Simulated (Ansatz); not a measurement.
# AlNi (Pm-3m): thermal expansion from first principles

Aim: the lattice, expansion, heat capacity and bulk modulus of AlNi as it warms.

Experimental results on record:
- heat capacity C_P per formula unit 45.9 J/mol/K near room temperature (given in “High-Throughput Prediction of Finite-Temperature Properties using the Quasi-Harmonic Approximation”, 2016, arXiv:1603.06924)

Program: Ansatz 0.2.0. Level of theory: DFT PBEsol, scalar-relativistic, plane waves, PAW. Results are calculated unless marked as measured.

Report form: the programs' logs are mostly left out.

The database entry behind the starting cell differs from later determinations by our own check (about 0.2 % short), so it need not match the best structure at ambient conditions.

### Step 1. The starting structure

It takes space group Pm-3m (No. 221, cubic). Conventional cell: a = 2.881 Å, b = 2.881 Å, c = 2.881 Å, α = 90.00°, β = 90.00°, γ = 90.00°. Nearest to Al lie 8 Ni at 2.50 Å. Ni has 8 Al at 2.50 Å nearest. Farther neighbours are not listed.

### Step 2. Probe on a coarse mesh

Before spending time, one coarse run tells the gap and the pressure of the starting cell.

Contents of input.yaml:

```yaml
crystal:
  lattice:
    - [2.881, 0.0, 0.0]
    - [0.0, 2.881, 0.0]
    - [0.0, 0.0, 2.881]
  atoms:
    - { symbol: Al, position: [0.0, 0.0, 0.0] }
    - { symbol: Ni, position: [0.5, 0.5, 0.5] }
kpoints:
  mp_grid: { grid: [6, 6, 6] }
hamiltonian:
  xc: pbesol
scf:
  occupations: { method: gaussian, width: 0.1 }
  lower_state_search: "off"
output:
  forces: true
  stress: true
  eigenvalues: true
```

Launch:

```
$ ansatz run input.yaml --threads 8 --pin off --max-ram 16384MiB --backend cpu --events-out ev --progress --plain --runs-dir out
```

Elapsed: 0.93 s, on 8 threads of Arm Neoverse V2, shared host; peak memory 0.28 GiB.

This run has no spin polarisation, although Ni can carry a moment.

This step gave:

```
pressure          : -2.990 GPa
volume per atom   : 11.96 Å³/atom
gap on the k-mesh : 0 eV
```

The start is under -3.0 GPa at this level and looks like a metal on this mesh.

### Step 3. Finding the static equilibrium

The vibrations must be taken about the equilibrium of this functional, not about the starting cell, so the structure is relaxed.

input.yaml, the sections that differ from step 2:

```yaml
kpoints:
  mp_grid: { grid: [14, 14, 14] }
output:
  forces: true
  stress: true
  eigenvalues: true
  write_density: true
  write_potential: true
  elf: true
  volumetric_format: npy
relax:
  adjacent_minimum: "off"
  f_tol: 0.005
  max_steps: 80
  cell: { stress_tol: 0.05 }
# crystal, hamiltonian, scf: as in step 2
```

It took 2.2 s on 8 threads; peak memory 0.35 GiB.

Step by step:

```csv
step,energy less that of the first step (eV),largest force component (eV/Å),pressure (GPa),volume (Å³)
1,0.0000,0.0000,-3.23,23.91
2,-0.0041,0.0000,-1.28,23.63
3,-0.0049,0.0000,0.04,23.45
4*,-0.0047,0.0000,0.04,23.45
```

Relaxation steps marked * repeat the geometry before them on a plane-wave basis chosen anew for their cell, so energy and pressure can jump there.

The run keeps the 48 symmetry operations that it works with, so distortions that break them were not tested.

```csv
"conventional cell, symmetrised",before,after,change
a (Å),2.881,2.862,-0.7 %
b (Å),2.881,2.862,-0.7 %
c (Å),2.881,2.862,-0.7 %
volume (Å³/atom),11.96,11.72,-1.9 %
```

The relaxed structure:

```xyz
2
Lattice="2.8622 0.0000 0.0000 0.0000 2.8622 0.0000 0.0000 0.0000 2.8622" Properties=species:S:1:pos:R:3 pbc="T T T"
Al    0.0000    0.0000    0.0000
Ni    1.4311    1.4311    1.4311
```

This step gave:

```yaml
pressure: 0.03610 GPa
volume_per_atom: 11.72 Å³/atom
```

Electrostatic potential energy in the ac plane at fractional y = 0.500, with atoms of Ni within 0.2 Å of it. With pseudopotentials it is smooth inside the atoms' cores, unlike the true potential.

Values in eV, 15 rows by 15 columns:
```
 13  14  14  14  15  15  15  15  15  15  15  15  14  14  14
 14  14  14  14  14  13  13  12  12  13  13  14  14  14  14
 15  14  14  13  12   9   5   1   1   5   9  12  13  14  14
 15  15  14  12   7  -3 -14 -20 -20 -14  -3   7  12  14  15
 15  15  13   9  -3 -20 -34 -41 -41 -34 -20  -3   9  13  15
 16  15  13   5 -14 -34 -48 -55 -55 -48 -34 -14   5  13  15
 16  15  12   1 -20 -41 -55 -55 -55 -55 -41 -20   1  12  15
 16  15  12   1 -20 -41 -55 -55 -55 -55 -41 -20   1  12  15
 16  15  13   5 -14 -34 -48 -55 -55 -48 -34 -14   5  13  15
 15  15  13   9  -3 -20 -34 -41 -41 -34 -20  -3   9  13  15
 15  15  14  12   7  -3 -14 -20 -20 -14  -3   7  12  14  15
 15  14  14  13  12   9   5   1   1   5   9  12  13  14  14
 14  14  14  14  14  13  13  12  12  13  13  14  14  14  14
 13  14  14  14  15  15  15  15  15  15  15  15  14  14  14
 13  13  14  15  15  15  16  16  16  16  15  15  15  14  13
```
Columns run along a (2.9 Å; values clipped at the 3rd and 97th percentile), rows up along c (2.9 Å). Atoms in or near the plane, at fractional coordinates: Ni at (0.50, 0.50).

ELF in the ac plane at fractional y = 0.500, with atoms of Ni within 0.2 Å of it. It is the smooth field of the valence electrons, not physical close to the nuclei.

Ten even steps from '0' (0.18) to '9' (0.66):
```
666543222234566
665421000012456
554200000000245
542000111100024
431001233210013
320012577521002
320013799731002
320013799731002
320012577521002
431001233210013
542000111100024
554200000000245
665421000012456
666543222234566
666554333345566
```
Columns run along a (2.9 Å), rows up along c (2.9 Å). Atoms in or near the plane, at fractional coordinates: Ni at (0.50, 0.50).

Valence density in the ac plane at fractional y = 0.500, with atoms of Ni within 0.2 Å of it. It is the smooth field of the valence electrons, not physical close to the nuclei.

Ten steps, logarithmic in the rise over the least value, from '_' (0 e/Å³) to '@' (47 e/Å³):
```
______________________________
______________________________
____________........__________
________....::----::....______
________..--++****++--..______
______..::++##%%%%##++::..____
______..--**%%@@@@%%**--..____
______..--**%%@@@@%%**--..____
______..::++##%%%%##++::..____
________..--++****++--..______
________....::----::....______
____________........__________
______________________________
______________________________
______________________________
```
Columns run along a (2.9 Å), rows up along c (2.9 Å). Atoms in or near the plane, at fractional coordinates: Ni at (0.50, 0.50).

The relaxation ends with a pressure of 0.04 GPa.

### Step 4. Relaxing to small residual forces and stress

The thresholds are tightened for a last relaxation ahead of the phonons, and where mesh or smearing change with them the cell follows.

Contents of input.yaml:

```yaml
crystal:
  lattice:
    - [2.8621655257, 0.0, 0.0]
    - [0.0, 2.8621655257, 0.0]
    - [0.0, 0.0, 2.8621655257]
  atoms:
    - { symbol: Al, position: [0.0, 0.0, 0.0] }
    - { symbol: Ni, position: [0.5, 0.5, 0.5] }
kpoints:
  mp_grid: { grid: [16, 16, 16] }
hamiltonian:
  xc: pbesol
scf:
  occupations: { method: methfessel_paxton, width: 0.2 }
  lower_state_search: "off"
output:
  forces: true
  stress: true
  eigenvalues: true
relax:
  adjacent_minimum: "off"
  f_tol: 0.001
  max_steps: 60
  cell: { stress_tol: 0.01 }
```

The job ended after 2.3 s (8 threads; peak memory 0.38 GiB).

Little changed from the start: no atom moved by 0.005 Å and no cell edge by 0.1 %.

This step gave:

* pressure: -1.69e-4 GPa

The residual pressure is -1.7e-4 GPa, small enough for phonons.

### Step 5. A new level, relaxed again

The functional, the potentials or the cutoff change, so the crystal is relaxed again at the new setting.

input.yaml, the sections that differ from step 4:

```yaml
crystal:
  lattice:
    - [2.862022471, 0.0, 0.0]
    - [0.0, 2.862022471, 0.0]
    - [0.0, 0.0, 2.862022471]
  atoms:
    - { symbol: Al, position: [0.0, 0.0, 0.0] }
    - { symbol: Ni, position: [0.5, 0.5, 0.5] }
basis:
  ecutwfc: 550.0
# kpoints, hamiltonian, scf, output, relax: as in step 4
```

Run time: 1.8 s. Hardware: 8 threads; peak memory 0.41 GiB; 11 s of CPU time.

Little changed from the start: no atom moved by 0.005 Å and no cell edge by 0.1 %.

This step gave:

```
pressure : -0.003605 GPa
```

The residual pressure is -0.0036 GPa, small enough for phonons.

### Step 6. Phonons on strained cells

Thermal expansion follows from how the free energy of the vibrations (and of the electrons in a metal) changes with strain, so the program makes strained cells, their phonons and a fit in one run.

input.yaml, the sections that differ from step 5:

```yaml
output:
  eigenvalues: true
phonons:
  method: dfpt
  qmesh: [4, 4, 4]
  temperatures: { t_max: 900.0, t_step: 50 }
  thermal_expansion: {}
# crystal, kpoints, hamiltonian, scf, basis: as in step 5
# relax: removed
```

Run time: 20 min. Hardware: 8 threads; peak memory 2.9 GiB; 2.5 h of CPU time.

This step gave:

```
pressure                                         : -0.003606 GPa
volume expansion coefficient at 298 K            : 38.37 1e-6/K
C_P at 298 K                                     : 23.12 J/mol-atom/K
entropy at 298 K                                 : 26.57 J/mol-atom/K
isothermal bulk modulus at 298 K                 : 162.5 GPa
Grüneisen parameter at 298 K                     : 1.973
volume at 298 K                                  : 11.88 Å³/atom
principal linear expansion coefficients at 298 K : 12.79, 12.79, 12.79 1e-6/K
```

Strained cells of the study; zero-point energy where phonons were solved; the pressures are stresses at a fixed cutoff and can carry an offset from the finite basis. Expansion cells, by row:

```csv
cell,|a| (Å),|b| (Å),|c| (Å),V (Å³/atom),E - E_lowest (meV/atom),"pressure, compression positive (GPa)",gap (eV),zero-point energy (meV/atom)
1,2.862,2.862,2.862,11.72,0,-0.015,-,-
2,2.885,2.885,2.885,12.01,3.561,-3.947,-,-
3,2.839,2.839,2.839,11.44,3.683,4.346,-,-
4,2.862,2.862,2.862,11.72,0,-0.05,-,43.38
5,2.877,2.877,2.877,11.9,1.444,-2.557,-,42.16
6,2.896,2.896,2.896,12.15,7.935,-5.762,-,40.48
7,2.914,2.914,2.914,12.37,17.54,-8.292,-,39.04
8,2.834,2.834,2.834,11.38,5.722,5.476,-,-
9,2.848,2.848,2.848,11.55,1.393,2.625,-,-
10,2.937,2.937,2.937,12.67,35.94,-11.37,-,-
```

Quasi-harmonic; a, b, c are the run's own cell vectors. Expansion, by row:

```csv
T (K),a (Å),b (Å),c (Å),alpha (deg),beta (deg),gamma (deg),cell volume (Å³/cell),alpha_a (1e-6/K),alpha_b (1e-6/K),alpha_c (1e-6/K),alpha_V (1e-6/K),C_P (J/mol-atom/K),C_V (J/mol-atom/K),S (J/mol-atom/K),B_T (GPa),B_S (GPa),Grueneisen,extrapolation,fit error (1e-6/K)
0,2.868,2.868,2.868,90,90,90,23.6,0,0,0,0,0,0,0,170,170,-,0,0
50,2.868,2.868,2.868,90,90,90,23.6,2.2,2.2,2.2,6.59,3.917,3.915,1.436,169.8,169.9,2.031,0,0
100,2.869,2.869,2.869,90,90,90,23.61,6.55,6.55,6.55,19.64,11.78,11.73,6.666,168.9,169.6,2.01,0,0
150,2.87,2.87,2.87,90,90,90,23.64,9.38,9.38,9.38,28.14,17.05,16.91,12.53,167.5,168.9,1.985,0,0
200,2.872,2.872,2.872,90,90,90,23.68,11.05,11.05,11.05,33.16,20.12,19.86,17.89,165.9,168.1,1.975,0,0.01
250,2.873,2.873,2.873,90,90,90,23.72,12.1,12.1,12.1,36.3,21.96,21.58,22.6,164.2,167.1,1.973,0,0.01
298.1,2.875,2.875,2.875,90,90,90,23.76,12.79,12.79,12.79,38.37,23.12,22.61,26.57,162.5,166.2,1.973,0,0.01
300,2.875,2.875,2.875,90,90,90,23.76,12.81,12.81,12.81,38.44,23.16,22.64,26.71,162.4,166.1,1.973,0,0.01
350,2.877,2.877,2.877,90,90,90,23.81,13.35,13.35,13.35,40.05,23.99,23.34,30.35,160.7,165.1,1.976,0,0.01
400,2.879,2.879,2.879,90,90,90,23.86,13.78,13.78,13.78,41.35,24.62,23.84,33.6,158.8,164,1.979,0,0.01
450,2.881,2.881,2.881,90,90,90,23.91,14.16,14.16,14.16,42.47,25.12,24.2,36.53,157,162.9,1.983,0,0.01
500,2.883,2.883,2.883,90,90,90,23.96,14.5,14.5,14.5,43.5,25.54,24.48,39.19,155.1,161.8,1.988,0,0.01
550,2.885,2.885,2.885,90,90,90,24.01,14.82,14.82,14.82,44.46,25.9,24.7,41.65,153.1,160.6,1.993,0,0.01
600,2.887,2.887,2.887,90,90,90,24.07,15.13,15.13,15.13,45.39,26.24,24.88,43.91,151.2,159.4,1.999,0,0.01
650,2.889,2.889,2.889,90,90,90,24.12,15.44,15.44,15.44,46.31,26.55,25.04,46.03,149.2,158.2,2.004,0,0.01
700,2.892,2.892,2.892,90,90,90,24.18,15.74,15.74,15.74,47.23,26.85,25.18,48.01,147.2,157,2.01,0,0.02
750,2.894,2.894,2.894,90,90,90,24.24,16.05,16.05,16.05,48.16,27.14,25.3,49.87,145.2,155.7,2.016,0,0.02
800,2.896,2.896,2.896,90,90,90,24.3,16.37,16.37,16.37,49.11,27.43,25.41,51.63,143.1,154.4,2.023,0,0.01
850,2.899,2.899,2.899,90,90,90,24.36,16.7,16.7,16.7,50.1,27.73,25.52,53.3,141,153.2,2.03,0,0.01
900,2.901,2.901,2.901,90,90,90,24.42,17.04,17.04,17.04,51.11,28.02,25.62,54.89,138.8,151.8,2.037,0,0.02
```

Table of expansion coefficient by temperature; values in 1e-6/K:

```csv
temperature (K),volume,principal 1
0,0,0
50,6.59,2.2
100,19.6,6.55
150,28.1,9.38
200,33.2,11.1
250,36.3,12.1
298,38.4,12.8
300,38.4,12.8
350,40.0,13.3
400,41.4,13.8
450,42.5,14.2
500,43.5,14.5
550,44.5,14.8
600,45.4,15.1
650,46.3,15.4
700,47.2,15.7
750,48.2,16.1
800,49.1,16.4
850,50.1,16.7
900,51.1,17.0
```

At 298 K the volume expansion is 38.4 × 10⁻⁶/K and B_T is 163 GPa.

### Step 7. The quasi-harmonic study, cutoff 487.2 eV, k-mesh 24×24×24

The study relaxes the crystal at several strains, solves the phonons on some of them and minimises the free energy at each temperature (static energy, vibrations, the electrons in a metal, and PV under a set pressure); the q-mesh sets how far the force constants reach.

Changes to input.yaml since step 6:

```diff
@@ -9,3 +9,3 @@
 kpoints:
-  mp_grid: { grid: [16, 16, 16] }
+  mp_grid: { grid: [24, 24, 24] }
 hamiltonian:
@@ -17,4 +17,2 @@
   eigenvalues: true
-basis:
-  ecutwfc: 550.0
 phonons:
```

Run time: 24 min. Hardware: 8 threads; peak memory 7.5 GiB.

The run was cut off at its time limit.

The program's message: “cancelled by the caller ahead of an NSCF pass”

### Step 8. The quasi-harmonic study, cutoff 487.2 eV, k-mesh 18×18×18

Changes to input.yaml since step 7:

```diff
@@ -9,3 +9,3 @@
 kpoints:
-  mp_grid: { grid: [24, 24, 24] }
+  mp_grid: { grid: [18, 18, 18] }
 hamiltonian:
@@ -19,3 +19,3 @@
   method: dfpt
-  qmesh: [4, 4, 4]
+  qmesh: [6, 6, 6]
   temperatures: { t_max: 900.0, t_step: 50 }
```

Elapsed: 13 min, on 8 threads; peak memory 5.9 GiB.

The run was cut off at its time limit.

### Step 9. Results

| Quantity | Value |
| --- | --- |
| settings of these figures | PBEsol, 550 eV, k 16×16×16, q 4×4×4 |
| volume expansion coefficient at 298 K | 38.37 1e-6/K |
| C_P at 298 K | 23.12 J/mol-atom/K |
| entropy at 298 K | 26.57 J/mol-atom/K |
| isothermal bulk modulus at 298 K | 162.5 GPa |
| Grüneisen parameter at 298 K | 1.973 |
| volume at 298 K | 11.88 Å³/atom |
| principal linear expansion coefficients at 298 K | 12.79, 12.79, 12.79 1e-6/K |

In words: Near room temperature AlNi expands by 38.4 × 10⁻⁶/K in volume by PBEsol, with C_P = 23.1 J/(mol K) per mole of atoms and B_T = 163 GPa. C_P at room temperature is 93 % of the classical 3R an atom; C_V is 91 %, and the rest is expansion work. In this metal the study includes the electrons' free energy, which adds a term that grows with temperature, so the heat capacities need not level off at 3R. The log notes that a few bands missed the eigensolver's threshold in the phonon runs. A measured heat capacity per formula unit near room temperature is 45.9 J/mol/K (arXiv:1603.06924); the calculated 46.2 J/mol/K differs by +1 %. The PAW files were made for PBE and are used here under another functional, for which the program regenerates the frozen cores. The run has no spin polarisation although the cell holds an element with an open d or f shell; a magnetic state could change the volume and the force constants.

[Logs are printed without paths, hosts, clocks, repeated set-up lines and the standing remarks that a program may print on its own settings, such as how far it seeks lower states.]

[Hosts, paths, dates, database ids (printed as entryN), source tags and the programs' standing remarks are cut or masked in the printed files.]

[A step with changed settings may run another functional than the one named; its input shows which.]
